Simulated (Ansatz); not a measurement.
# Ga2Re2B3, from a guessed structure to a relaxed one

Starting from a made-up structure for Ga2Re2B3, the aim is the relaxed cell, its shortest contacts and, where a second run follows, its electronic structure.

Method: DFT, PBE, plane-wave PAW, files of the set soft_1, scalar-relativistic, no spin, cell and ions relaxed at zero pressure; PAW set soft_1, in Ansatz 0.2.0.

**1. Set-up**

Symmetry: R-3m, No. 166, trigonal system. Conventional cell: a = 3.151 Å, b = 3.151 Å, c = 21.715 Å, α = 90.00°, β = 90.00°, γ = 120.00°. Re has 4 Ga at 2.37 to 2.39 Å and 9 B at 2.45 to 2.67 Å nearest. Nearest to Ga lie 3 B at 1.87 Å and 3 Ga at 2.01 Å and 4 Re at 2.37 to 2.39 Å. Nearest to B lie 6 Ga at 1.87 Å and 6 Re at 2.67 Å. Nearest to B lie 3 B at 1.82 Å and 6 Re at 2.45 to 2.49 Å. Farther neighbours are not listed.

**2. Relaxation of the guess**

The guessed cell has no reason to be at equilibrium. It is relaxed with the atoms, within the space group of the guess.

File input.yaml:

```yaml
crystal:
  lattice:
    - [1.5755, 0.909615349, 7.238333333]
    - [-1.5755, 0.909615349, 7.238333333]
    - [0.0, -1.819230698, 7.238333333]
  atoms:
    - { symbol: Re, position: [0.9233, 0.9233, 0.9233] }
    - { symbol: Re, position: [0.0767, 0.0767, 0.0767] }
    - { symbol: Ga, position: [0.8134, 0.8134, 0.8134] }
    - { symbol: Ga, position: [0.1866, 0.1866, 0.1866] }
    - { symbol: B, position: [0.5, 0.5, 0.5] }
    - { symbol: B, position: [0.6654, 0.6654, 0.6654] }
    - { symbol: B, position: [0.3346, 0.3346, 0.3346] }
kpoints:
  mp_grid: { grid: [10, 10, 10] }
scf:
  occupations: { method: fermi_dirac, width: 0.05 }
hamiltonian:
  xc: pbe
  pseudopotentials: { kind: paw, azcp: { folder: soft_1 } }
relax:
  f_tol: 0.015
  max_steps: 70
  cell: {}
output:
  forces: true
  stress: true
```

Launch:

```sh
$ ansatz run input.yaml --threads 4 --pin off --max-ram 10240MiB --backend cpu --events-out ev --progress --plain --runs-dir out
```

Numbers of over 12 decimals in the logs are rounded to 6 here.

Log:

```text
basis.fft_grid_basis auto: the FFT boxes are laid along the combinations [[1, 0, -1], [0, 1, -1], [0, 0, 1]] of the cell's own vectors, 3.151, 3.151 and 7.463 Å long. The dense box has 24×24×50 points. Along the cell's own vectors, as sized, it would have 50×50×50, 4.34 times as many. Of the 12 symmetry operations that the crystal satisfies within crystal.symmetry.tolerance (time reversal apart; of a slab, those that [...]
Engine: ansatz 0.2.0, x86_64-unknown-linux-gnu
Pseudopotentials: kind: paw
Pseudopotential: Re, paw, valence charge 15, recommended cutoff 420 eV (normal), soft_1/Re.paw.azcp
Pseudopotential: Ga, paw, valence charge 13, recommended cutoff 420 eV (normal), soft_1/Ga.paw.azcp
Pseudopotential: B, paw, valence charge 3, recommended cutoff 420 eV (normal), soft_1/B.paw.azcp
Functional definition: PBE
  parameter kappa = 0.804
  parameter beta = 0.066725
  exchange = pbe_x(kappa = kappa, mu = beta*pi^2/3)
  correlation = pbe_c(beta = beta)
Crystal: 7 atoms, lattice volume = 62.239 Å³
Basis set: ecut = 420 eV, 1219 PW (Γ), FFT grids on a1−a3, a2−a3, a3, exchange–correlation on 48×48×100 points (8 copies of the dense FFT grid, shifted against one another)
Bands: 40, of which v1, the nominal top of the filled ones, is band 33 counted from 1 (32 counted from 0)
Symmetry: 12 space group operations
Space group: R-3m (ITA 166), of the structure as read, at distance tolerance 4.0e-5 Å
k-points: 116 of 1000
Non-local potential: Re, projectors of the file, l = 0: 3, l = 1: 2, l = 2: 2, l = 3: 1
Non-local potential: Ga, projectors of the file, l = 0: 2, l = 1: 2, l = 2: 3, l = 3: 1
Non-local potential: B, projectors of the file, l = 0: 2, l = 1: 2, l = 2: 1
PAW form: soft (Blöchl's): semilocal exchange-correlation on the pseudo side does not see the compensation charge
PAW one-centre angular grid: Re, 590 points (default); XC on 64 Gauss nodes
PAW one-centre angular grid: Ga, 590 points (default); XC on 64 Gauss nodes
PAW one-centre angular grid: B, 110 points (default); XC on 64 Gauss nodes
Initial density: superposition of atomic densities (chi_scale 0.1, normalization cell, long waves kept (reshape's long-wave potential 0.21 eV rms))
Initial wavefunctions: pseudopotential atomic-orbital guess
Functional: x = pbe(κ = 0.804, μ = 0.219515), c = pbe(β = 0.066725)
SCF iter   1: F=—  HF=-29757.862113 eV  |F-HF|=—  |Δ(HF+E_count)|=         —  Δρ=1.06e-1  dr2=2.04e1  ethr=3.10e-3  ⟨swp⟩=6.4  Hψ=18582  notcnv=0  defer=1
preconditioner: auto → Kerker (q_TF=auto, 2.748 Å⁻¹)  [metal: Δε(μ)=0.001 eV  Ē_g=13.775 eV  σ=0.050 eV  W_gap=0.00  n_scr=30 (ndim 8)  ℏωp=32.9 eV  f_vac=0.000  D(μ)=3.62/eV (n_scr^D=36)]
SCF iter   2: F=—  HF=-29755.975856 eV  |F-HF|=—  |Δ(HF+E_count)|=    1.89e0  Δρ=6.20e-2  dr2=8.29e0  ethr=3.10e-3  ⟨swp⟩=2.7  Hψ=7921  notcnv=0  defer=71
SCF iter   3: F=—  HF=-29754.883271 eV  |F-HF|=—  |Δ(HF+E_count)|=    1.09e0  Δρ=9.69e-3  dr2=3.26e-1  ethr=3.10e-3  ⟨swp⟩=3.5  Hψ=9433  notcnv=0  defer=69
SCF iter   4: F=—  HF=-29754.852805 eV  |F-HF|=—  |Δ(HF+E_count)|=   3.05e-2  Δρ=5.69e-3  dr2=3.18e-2  ethr=5.01e-4  ⟨swp⟩=2.3  Hψ=9078  notcnv=0  defer=83
SCF iter   5: F=—  HF=-29754.834587 eV  |F-HF|=—  |Δ(HF+E_count)|=   1.82e-2  Δρ=3.51e-3  dr2=4.05e-3  ethr=4.89e-5  ⟨swp⟩=2.1  Hψ=8293  notcnv=0  defer=84
SCF iter   6: F=—  HF=-29754.834445 eV  |F-HF|=—  |Δ(HF+E_count)|=   1.42e-4  Δρ=8.67e-4  dr2=1.09e-3  ethr=6.23e-6  ⟨swp⟩=2.0  Hψ=7271  notcnv=0  defer=84
SCF iter   7: F=—  HF=-29754.834318 eV  |F-HF|=—  |Δ(HF+E_count)|=   1.27e-4  Δρ=1.45e-4  dr2=2.68e-5  ethr=1.67e-6  ⟨swp⟩=2.0  Hψ=5262  notcnv=0  defer=84
SCF iter   8: F=—  HF=-29754.834301 eV  |F-HF|=—  |Δ(HF+E_count)|=   1.65e-5  Δρ=4.11e-5  dr2=1.96e-6  ethr=4.13e-8  ⟨swp⟩=2.0  Hψ=7381  notcnv=0  defer=84
SCF iter   9: F=-29754.834301 eV  HF=-29754.834301 eV  |F-HF|=1.86e-8  |Δ(HF+E_count)|=   1.17e-7  Δρ=7.21e-6  dr2=4.09e-8  ethr=1.54e-10  ⟨swp⟩=3.6  Hψ=19104  notcnv=0
SCF 1 converged in 9 iterations: F = -29754.834301 eV  dr2 = 4.09e-8
  greatest PAW one-centre occupation: 0.999 electrons in one spin orbital (limit 2), on the Re atom at site 1 (counted from 0), in its partial waves of l = 0
relax step   1: F+E_penalty+E_count = -29754.83430129 eV  Δ(F+E_penalty+E_count) = +0.000e0 eV  max|allowed force component| = 9.226e0 eV/Å  Δτ_max = 0.0000 Å  P = +117.825 GPa  Ω = 62.239 Å³  (9 SCF iters, dr2 threshold 1.00e-7 eV, accepted)
Crystal: 7 atoms, lattice volume = 70.811 Å³
Basis set: ecut = 420 eV, 1393 PW (Γ), FFT grids on a1−a3, a2−a3, a3, exchange–correlation on 48×48×100 points (8 copies of the dense FFT grid, shifted against one another)
Initial density: handed on by an earlier stage of this run
Initial wavefunctions: those handed on with the density
SCF iter   1: F=—  HF=-29762.368051 eV  |F-HF|=—  |Δ(HF+E_count)|=         —  Δρ=3.34e-2  dr2=2.43e0  ethr=3.10e-3  ⟨swp⟩=7.0  Hψ=20833  notcnv=0
preconditioner: auto → Kerker (q_TF=auto, 2.690 Å⁻¹)  [metal: Δε(μ)=0.006 eV  Ē_g=12.577 eV  σ=0.050 eV  W_gap=0.03  n_scr=30 (ndim 8)  ℏωp=30.9 eV  f_vac=0.000  D(μ)=5.23/eV (n_scr^D=50)]
SCF iter   2: F=—  HF=-29762.158433 eV  |F-HF|=—  |Δ(HF+E_count)|=   2.10e-1  Δρ=1.94e-2  dr2=1.05e0  ethr=3.10e-3  ⟨swp⟩=1.3  Hψ=5611  notcnv=0  defer=6
SCF iter   3: F=—  HF=-29762.032394 eV  |F-HF|=—  |Δ(HF+E_count)|=   1.26e-1  Δρ=6.63e-3  dr2=7.48e-2  ethr=1.61e-3  ⟨swp⟩=3.5  Hψ=7959  notcnv=0  defer=60
SCF iter   4: F=—  HF=-29762.019057 eV  |F-HF|=—  |Δ(HF+E_count)|=   1.33e-2  Δρ=2.53e-3  dr2=1.10e-2  ethr=1.15e-4  ⟨swp⟩=2.3  Hψ=9159  notcnv=0  defer=63
SCF iter   5: F=—  HF=-29762.015185 eV  |F-HF|=—  |Δ(HF+E_count)|=   3.87e-3  Δρ=8.40e-4  dr2=1.74e-3  ethr=1.69e-5  ⟨swp⟩=2.0  Hψ=7337  notcnv=0  defer=61
SCF iter   6: F=—  HF=-29762.015019 eV  |F-HF|=—  |Δ(HF+E_count)|=   1.67e-4  Δρ=2.01e-4  dr2=2.67e-5  ethr=2.68e-6  ⟨swp⟩=2.0  Hψ=7545  notcnv=0  defer=61
SCF iter   7: F=—  HF=-29762.015030 eV  |F-HF|=—  |Δ(HF+E_count)|=   1.12e-5  Δρ=2.90e-5  dr2=7.02e-7  ethr=4.11e-8  ⟨swp⟩=2.0  Hψ=8368  notcnv=0  defer=61
SCF iter   8: F=-29762.015030 eV  HF=-29762.015030 eV  |F-HF|=8.41e-9  |Δ(HF+E_count)|=   5.74e-8  Δρ=8.26e-6  dr2=2.53e-8  ethr=1.08e-9  ⟨swp⟩=4.1  Hψ=16647  notcnv=0
SCF 2 converged in 8 iterations: F = -29762.015030 eV  dr2 = 2.53e-8
relax step   2: F+E_penalty+E_count = -29762.01503007 eV  Δ(F+E_penalty+E_count) = -7.181e0 eV  max|allowed force component| = 5.219e0 eV/Å  Δτ_max = 0.1530 Å  P = +40.284 GPa  Ω = 70.811 Å³  energy of the carried Pulay correction = -8.373e-3 eV  (8 SCF iters, dr2 threshold 7.00e-7 eV, accepted)
Crystal: 7 atoms, lattice volume = 73.932 Å³
[...]
relax step  11: F+E_penalty+E_count = -29769.81786787 eV  Δ(F+E_penalty+E_count) = -1.304e-3 eV  max|allowed force component| = 2.164e-2 eV/Å  Δτ_max = 0.0075 Å  P = -0.151 GPa  Ω = 79.148 Å³  energy of the carried Pulay correction = -1.555e-2 eV  (6 SCF iters, dr2 threshold 6.12e-7 eV, accepted)
relax step  12: F+E_penalty+E_count = -29769.81799630 eV  Δ(F+E_penalty+E_count) = -1.284e-4 eV  max|allowed force component| = 2.999e-3 eV/Å  Δτ_max = 0.0008 Å  P = +0.012 GPa  Ω = 79.096 Å³  energy of the carried Pulay correction = -1.551e-2 eV  (6 SCF iters, dr2 threshold 1.15e-7 eV, accepted)
relax step  13: F+E_penalty+E_count = -29770.16686818 eV  Δ(F+E_penalty+E_count) = -3.489e-1 eV  max|allowed force component| = 3.242e-2 eV/Å  Δτ_max = 0.0000 Å  P = +4.853 GPa  Ω = 79.096 Å³  stress off target by 1.29e1 GPa  SCF on the basis re-selected at this cell (its energy is not comparable with the rows above)  (9 SCF iters)
relax step  14: F+E_penalty+E_count = -29770.36927182 eV  Δ(F+E_penalty+E_count) = -2.024e-1 eV  max|allowed force component| = 2.029e-1 eV/Å  Δτ_max = 0.0435 Å  P = +2.217 GPa  Ω = 80.417 Å³  energy of the carried Pulay correction = -8.943e-4 eV  (7 SCF iters, dr2 threshold 7.00e-7 eV, accepted)
relax step  15: F+E_penalty+E_count = -29770.50533401 eV  Δ(F+E_penalty+E_count) = -1.361e-1 eV  max|allowed force component| = 9.533e-2 eV/Å  Δτ_max = 0.0288 Å  P = +1.515 GPa  Ω = 80.591 Å³  energy of the carried Pulay correction = -9.442e-4 eV  (7 SCF iters, dr2 threshold 7.00e-7 eV, accepted)
relax step  16: F+E_penalty+E_count = -29770.55990868 eV  Δ(F+E_penalty+E_count) = -5.457e-2 eV  max|allowed force component| = 8.070e-2 eV/Å  Δτ_max = 0.0150 Å  P = +0.610 GPa  Ω = 80.952 Å³  energy of the carried Pulay correction = -1.150e-3 eV  (7 SCF iters, dr2 threshold 7.00e-7 eV, accepted)
relax step  17: F+E_penalty+E_count = -29770.56048197 eV  Δ(F+E_penalty+E_count) = -5.733e-4 eV  max|allowed force component| = 1.055e-1 eV/Å  Δτ_max = 0.0036 Å  P = -0.748 GPa  Ω = 81.330 Å³  energy of the carried Pulay correction = -1.438e-3 eV  (6 SCF iters, dr2 threshold 7.00e-7 eV, accepted)
relax step  18: F+E_penalty+E_count = -29770.56175740 eV  Δ(F+E_penalty+E_count) = -1.275e-3 eV  max|allowed force component| = 7.163e-3 eV/Å  Δτ_max = 0.0026 Å  P = +0.059 GPa  Ω = 81.101 Å³  energy of the carried Pulay correction = -1.256e-3 eV  (6 SCF iters, dr2 threshold 7.00e-7 eV, accepted)
relax step  19: F+E_penalty+E_count = -29770.56174196 eV  Δ(F+E_penalty+E_count) = +1.544e-5 eV  max|allowed force component| = 4.398e-3 eV/Å  Δτ_max = 0.0008 Å  P = -0.031 GPa  Ω = 81.128 Å³  energy of the carried Pulay correction = -1.279e-3 eV  (6 SCF iters, dr2 threshold 1.56e-8 eV, accepted)
relax step  20: F+E_penalty+E_count = -29770.57007982 eV  Δ(F+E_penalty+E_count) = -8.338e-3 eV  max|allowed force component| = 4.298e-3 eV/Å  Δτ_max = 0.0000 Å  P = +0.077 GPa  Ω = 81.128 Å³  stress off target by 3.95e-1 GPa  SCF on the basis re-selected at this cell (its energy is not comparable with the rows above)  (7 SCF iters)
relax step  21: F+E_penalty+E_count = -29770.57035315 eV  Δ(F+E_penalty+E_count) = -2.733e-4 eV  max|allowed force component| = 4.511e-3 eV/Å  Δτ_max = 0.0016 Å  P = +0.018 GPa  Ω = 81.167 Å³  energy of the carried Pulay correction = -2.013e-5 eV  (6 SCF iters, dr2 threshold 3.90e-7 eV, accepted)
iter 1 solved again at ethr=1.59e-7 eV; its pass at ethr=3.10e-3 eV (dr2=1.04e-4 eV) is discarded
SCF iter   1: F=—  HF=-29770.570361 eV  |F-HF|=—  |Δ(HF+E_count)|=         —  Δρ=1.25e-4  dr2=2.86e-7  ethr=1.59e-7  ⟨swp⟩=3.4  Hψ=28157  notcnv=0
preconditioner: auto → Kerker (q_TF=auto, 2.629 Å⁻¹)  [metal: Δε(μ)=0.007 eV  Ē_g=11.678 eV  σ=0.050 eV  W_gap=0.03  n_scr=32 (ndim 8)  ℏωp=28.9 eV  f_vac=0.000  D(μ)=4.16/eV (n_scr^D=46)]
SCF iter   2: F=—  HF=-29770.570380 eV  |F-HF|=—  |Δ(HF+E_count)|=   1.88e-5  Δρ=6.37e-5  dr2=7.35e-8  ethr=4.39e-10  ⟨swp⟩=2.1  Hψ=8035  notcnv=0
SCF iter   3: F=—  HF=-29770.570389 eV  |F-HF|=—  |Δ(HF+E_count)|=   8.60e-6  Δρ=7.81e-7  dr2=8.09e-10  ethr=1.13e-10  ⟨swp⟩=1.0  Hψ=4645  notcnv=0
SCF iter   4: F=—  HF=-29770.570389 eV  |F-HF|=—  |Δ(HF+E_count)|=  2.29e-10  Δρ=4.15e-7  dr2=2.97e-10  ethr=1.24e-12  ⟨swp⟩=2.0  Hψ=7090  notcnv=0
SCF iter   5: F=—  HF=-29770.570389 eV  |F-HF|=—  |Δ(HF+E_count)|=  7.28e-11  Δρ=3.05e-7  dr2=1.29e-10  ethr=1.00e-12  ⟨swp⟩=2.0  Hψ=5800  notcnv=0
SCF iter   6: F=-29770.570389 eV  HF=-29770.570389 eV  |F-HF|=1.46e-11  |Δ(HF+E_count)|=  3.64e-11  Δρ=5.37e-8  dr2=5.66e-12  ethr=1.00e-12  ⟨swp⟩=4.0  Hψ=15470  notcnv=0
SCF 22 converged in 6 iterations: F = -29770.570389 eV  dr2 = 5.66e-12
relax step  22: F+E_penalty+E_count = -29770.57038860 eV  Δ(F+E_penalty+E_count) = -3.545e-5 eV  max|allowed force component| = 4.522e-3 eV/Å  Δτ_max = 0.0000 Å  P = +0.018 GPa  Ω = 81.167 Å³  stress off target by 2.78e-2 GPa  SCF on the basis re-selected at this cell (its energy is not comparable with the rows above)  (6 SCF iters)
basis re-selected at this cell: Δ(F+E_penalty+E_count) = -3.545e-5 eV, ΔP = -0.000 GPa vs the last step (what re-selecting the basis moved, of the pressure what is left beyond the Pulay correction that the steps carried, after the strain that the cell walked since its last selection, with what the two solves' SCF thresholds leave and, on support functions, any second-order correction that the steps lacked; it is no m [...]
SCF converged after 6 iterations
Free energy (F): -29770.570389 eV
Harris-Foulkes:  -29770.570389 eV  (|F-HF|=1.46e-11)
Internal energy: -29770.536705 eV  (E = F + TS)
E sigma→0 (E₀):  -29770.553547 eV
Entropy (-TS):   -0.033683 eV (-4.812 meV/atom)
Fermi energy:    16.446150 eV
--- Per-component energies (eV) ---
  E_band       = -205.016436
  E_kinetic    = 1418.006055
  E_local      = -4630.546628  (includes V_loc(G=0)·N_el)
  E_nonlocal   = 2.019624
  E_hartree    = 2469.156987
  E_xc         = -938.015138
  E_vxc        = -808.214311  (∫ρ·V_xc dr)
  E_paw        = -21627.285247  (= ΣΔE_a)
  E_vpaw       = -1124.594837  (= ΣTr[D̂ρ^β])
  E_aug_tail   = -0.000280  (compensation charges beyond the density's cutoff)
  E_ewald      = -6463.872079
  E_smearing   = -0.033683  (= −TS)
  E_closure    = 0.000000  (closes the sum)
  Σ components = -29770.570389   (vs F -29770.570389, Δ=0.00e0)
--- Forces (eV/Å), atoms counted from 1 ---
  atom   1  Re     0.00000000     0.00000000    -0.00452162
  atom   2  Re    -0.00000000    -0.00000000     0.00452162
  atom   3  Ga     0.00000000     0.00000000    -0.00258821
  atom   4  Ga    -0.00000000    -0.00000000     0.00258821
  atom   5  B     -0.00000000     0.00000000    -0.00000000
  atom   6  B      0.00000000     0.00000000     0.00028175
  atom   7  B     -0.00000000    -0.00000000    -0.00028175
  max |Σ_I F_I| component: 1.30e-18 eV/Å
--- Stress (GPa, compression-positive) ---
        0.027817       0.000000      -0.000000
        0.000000       0.027817       0.000000
       -0.000000       0.000000      -0.002990
  P = ⅓ Tr σ = 0.0175 GPa (0.175 kbar)
--- Relaxed structure (19 steps of the walk, 19 accepted, 3 SCFs on fresh bases) ---
  F+E_penalty+E_count = -29770.57038860 eV   max|allowed force component| = 4.522e-3 eV/Å   (the final SCF, on the basis selected at the relaxed cell)
  cell:  # Å, volume = 81.1673 Å³
    - [1.490873, 0.860756, 10.541659]
    - [-1.490873, 0.860756, 10.541659]
    - [0, -1.721512, 10.541659]
  atoms:
    - { symbol: Re, position: [0.951255, 0.951255, 0.951255] }
    - { symbol: Re, position: [0.048745, 0.048745, 0.048745] }
    - { symbol: Ga, position: [0.783774, 0.783774, 0.783774] }
    - { symbol: Ga, position: [0.216226, 0.216226, 0.216226] }
    - { symbol: B, position: [0.500000, 0.500000, 0.5] }
    - { symbol: B, position: [0.666783, 0.666783, 0.666783] }
    - { symbol: B, position: [0.333217, 0.333217, 0.333217] }
```

The job ended after 74 s (4 threads of Intel Xeon Platinum 8488C (Sapphire Rapids), shared host; peak memory 0.65 GiB).

Relaxation path:

| step | energy less that of the first step (eV) | largest force component (eV/Å) | pressure (GPa) | volume (Å³) |
| --- | --- | --- | --- | --- |
| 1 | 0.0000 | 9.2261 | 117.82 | 62.24 |
| 2 | -7.1807 | 5.2194 | 40.28 | 70.81 |
| 3 | -10.5750 | 3.6637 | 20.86 | 73.93 |
| 4 | -12.4113 | 2.1153 | 15.58 | 77.64 |
| 5 | -13.2522 | 0.7320 | 4.48 | 80.12 |
| 6 | -13.9070 | 0.8447 | 5.19 | 79.96 |
| 7 | -14.5058 | 0.6134 | 1.88 | 79.96 |
| 8 | -14.9148 | 0.3111 | 5.48 | 77.42 |
| 9 | -14.9714 | 0.3377 | -0.29 | 79.05 |
| 10 | -14.9823 | 0.0990 | -0.37 | 79.15 |
| 11 | -14.9836 | 0.0216 | -0.15 | 79.15 |
| 12 | -14.9837 | 0.0030 | 0.01 | 79.10 |
| 13* | -15.3326 | 0.0324 | 4.85 | 79.10 |
| 14 | -15.5350 | 0.2029 | 2.22 | 80.42 |
| 15 | -15.6710 | 0.0953 | 1.51 | 80.59 |
| 16 | -15.7256 | 0.0807 | 0.61 | 80.95 |
| 17 | -15.7262 | 0.1055 | -0.75 | 81.33 |
| 18 | -15.7275 | 0.0072 | 0.06 | 81.10 |
| 19 | -15.7274 | 0.0044 | -0.03 | 81.13 |
| 20* | -15.7358 | 0.0043 | 0.08 | 81.13 |
| 21 | -15.7361 | 0.0045 | 0.02 | 81.17 |
| 22* | -15.7361 | 0.0045 | 0.02 | 81.17 |

Relaxation steps marked * repeat the geometry before them on a plane-wave basis chosen anew for their cell, so energy and pressure can jump there.

The run keeps the 12 symmetry operations that it works with, so distortions that break them were not tested.

| cell as run | before | after | change |
| --- | --- | --- | --- |
| a (Å) | 7.463 | 10.681 | +43.1 % |
| b (Å) | 7.463 | 10.681 | +43.1 % |
| c (Å) | 7.463 | 10.681 | +43.1 % |
| α (°) | 24.37 | 16.05 | -34.2 % |
| β (°) | 24.37 | 16.05 | -34.2 % |
| γ (°) | 24.37 | 16.05 | -34.2 % |
| volume (Å³/atom) | 8.89 | 11.60 | +30.4 % |

The atoms that moved most (Å, as changes of fractional coordinates times the final cell):

| atom | dx | dy | dz | length |
| --- | --- | --- | --- | --- |
| Ga3 | 0.000 | 0.000 | -0.937 | 0.937 |
| Ga4 | 0.000 | 0.000 | 0.937 | 0.937 |
| Re2 | 0.000 | 0.000 | -0.884 | 0.884 |
| Re1 | 0.000 | 0.000 | 0.884 | 0.884 |
| B6 | 0.000 | 0.000 | 0.044 | 0.044 |
| B7 | 0.000 | 0.000 | -0.044 | 0.044 |

Final coordinates:

```xyz
7
Lattice="1.4909 0.8608 10.5417 -1.4909 0.8608 10.5417 0.0000 -1.7215 10.5417" Properties=species:S:1:pos:R:3 pbc="T T T"
Re    0.0000    0.0000   30.0834
Re    0.0000    0.0000    1.5415
Ga    0.0000    0.0000   24.7868
Ga    0.0000    0.0000    6.8381
B     0.0000    0.0000   15.8125
B     0.0000    0.0000   21.0870
B     0.0000    0.0000   10.5380
```

Numbers from this step:

* free energy: -29770.5704 eV
* energy at zero smearing: -29770.5535 eV
* smearing term TS: 0.03368 eV
* Fermi energy: 16.45 eV
* electrons: 65
* symmetry operations: 12
* pressure: 0.01755 GPa

Shortest distances by pair of elements, guess and relaxed (not always the same contact):

| pair | guess (Å) | relaxed (Å) |
| --- | --- | --- |
| B–B | 1.820 | 1.722 |
| B–Re | 2.448 | 2.308 |
| B–Ga | 1.870 | 2.328 |
| Ga–Re | 2.371 | 2.764 |
| Re–Re | 3.151 | 2.982 |

The relaxation ends with a largest force component of 0.0045 eV/Å and a pressure of 0.02 GPa.

**3. Results**

* space group, relaxed: R-3m
* conventional cell: a = 2.982, b = 2.982, c = 31.625 Å; α = 90.0°, β = 90.0°, γ = 120.0°
* volume per atom: 11.60 Å³ (guess 8.89)

In words: Ga2Re2B3 relaxes to R-3m with a = 2.982, b = 2.982 and c = 31.625 Å. The guessed volume was 23 % too small. The space group R-3m was held in the relaxation, so the end point is a stationary structure within it and may be a saddle against distortions or other arrangements. Mesh and cutoff weren't tested. A vector of the cell changed its length by 43 %, so the starting arrangement is largely lost and the mesh was laid for another shape. Spin-orbit coupling is left out, which can matter for elements this heavy. No dispersion term is used, so weakly bound directions may come out too long. The runs have no spin, and magnetism wasn't tested. Nothing here tests whether the compound is stable against decomposition.

[Logs are printed without paths, hosts, clocks, repeated set-up lines and the standing remarks that a program may print on its own settings, such as how far it seeks lower states.]

[Hosts, paths, dates, database ids (printed as entryN), source tags and the programs' standing remarks are cut or masked in the printed files.]
